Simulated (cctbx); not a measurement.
## Interatomic vectors of Ca3PbS3O

Space group Pmmm (no. 47), a = 3.9730 Å, b = 5.7540 Å, c = 8.0280 Å, α = 90.00°, β = 90.00°, γ = 90.00°, content Pb1 Ca3 S3 O1.

Simulated single-crystal data (cctbx): Cu Kα, λ = 1.54184 Å, to d = 0.83 Å, 80 % of the full sphere, strongest reflection 70000 counts, noise from counting, a 3 % proportional error and a noise floor of 4 counts (s.d.); no absorption.

Patterson synthesis from sharpened amplitudes, origin scaled to 1000:

```text
Patterson group P m m m
      u       v       w   height  length (A)
  0.000   0.000   0.000   1000.0     0.00
  0.500   0.500   0.240    394.2     3.99
  0.000   0.000   0.500    381.4     4.01
  0.500   0.000   0.227    307.4     2.70
  0.000   0.500   0.500    306.3     4.94
  0.000   0.500   0.000    220.2     2.88
  0.500   0.500   0.500     41.0     5.32
  0.500   0.000   0.500     36.7     4.48
  0.269   0.097   0.000     35.9     1.20
  0.138   0.189   0.000     35.8     1.22
  0.000   0.000   0.262     34.7     2.10
  0.117   0.068   0.128     34.1     1.19
  0.238   0.101   0.229     32.6     2.15
  0.202   0.256   0.148     32.3     2.06
```

**Question.** Which atom pairs make the peaks, and where is the heaviest atom?

A peak at u stands for all pairs with xi − xj = u, with weight Σ ZiZj against Σ Z² = 8756 at the origin. Peak heights follow these weights only roughly, since form factors, motion and series ripples differ, all vectors within 0.55 Å of a peak are counted as merged into it though the farther ones add only part of their weight, and F(000) is left out, which lowers the whole map:

| u | v | w | shortest length (Å) | height | 1000 ΣZiZj/ΣZ² | pairs in the cell |
| --- | --- | --- | --- | --- | --- | --- |
| 0.500 | 0.500 | 0.240 | 3.99 | 394 | 554 | 2 × Pb–Ca, 2 × Ca–Ca, 2 × S–S, 2 × S–O |
| 0.000 | 0.000 | 0.500 | 4.01 | 381 | 554 | 2 × Pb–Ca, 2 × Ca–Ca, 2 × S–S, 2 × S–O |
| 0.500 | 0.000 | 0.227 | 2.70 | 307 | 482 | 2 × Pb–S, 4 × Ca–S, 2 × Ca–O |
| 0.000 | 0.500 | 0.500 | 4.94 | 306 | 482 | 2 × Pb–S, 4 × Ca–S, 2 × Ca–O |
| 0.000 | 0.500 | 0.000 | 2.88 | 220 | 369 | 6 × Ca–S, 2 × Pb–O |

The table stops at ten peaks or at a height of 45, below which ripples compete. In the model behind the data Pb, the heaviest element, has 1 independent site: (0, 0, 0), up to an allowed shift of origin. No listed peak is a Pb–Pb vector, so the position follows from the cell content and the cross vectors. The whole model:

| atom | mult. | x | y | z | Ueq (Å²) |
| --- | --- | --- | --- | --- | --- |
| Pb1 | 1 | 0 | 0 | 0 | 0.0033 |
| Ca1 | 2 | 1/2 | 1/2 | 0.7647 | 0.0040 |
| Ca2 | 1 | 0 | 0 | 1/2 | 0.0044 |
| S1 | 2 | 1/2 | 0 | 0.2161 | 0.0054 |
| S2 | 1 | 0 | 1/2 | 1/2 | 0.0057 |
| O1 | 1 | 0 | 1/2 | 0 | 0.0045 |

The model is made up (kin elements in a known structure type, no relaxation), so it says nothing on whether the phase exists.

[Logs are printed without paths, hosts, clocks, repeated set-up lines and the standing remarks that a program may print on its own settings, such as how far it seeks lower states.]
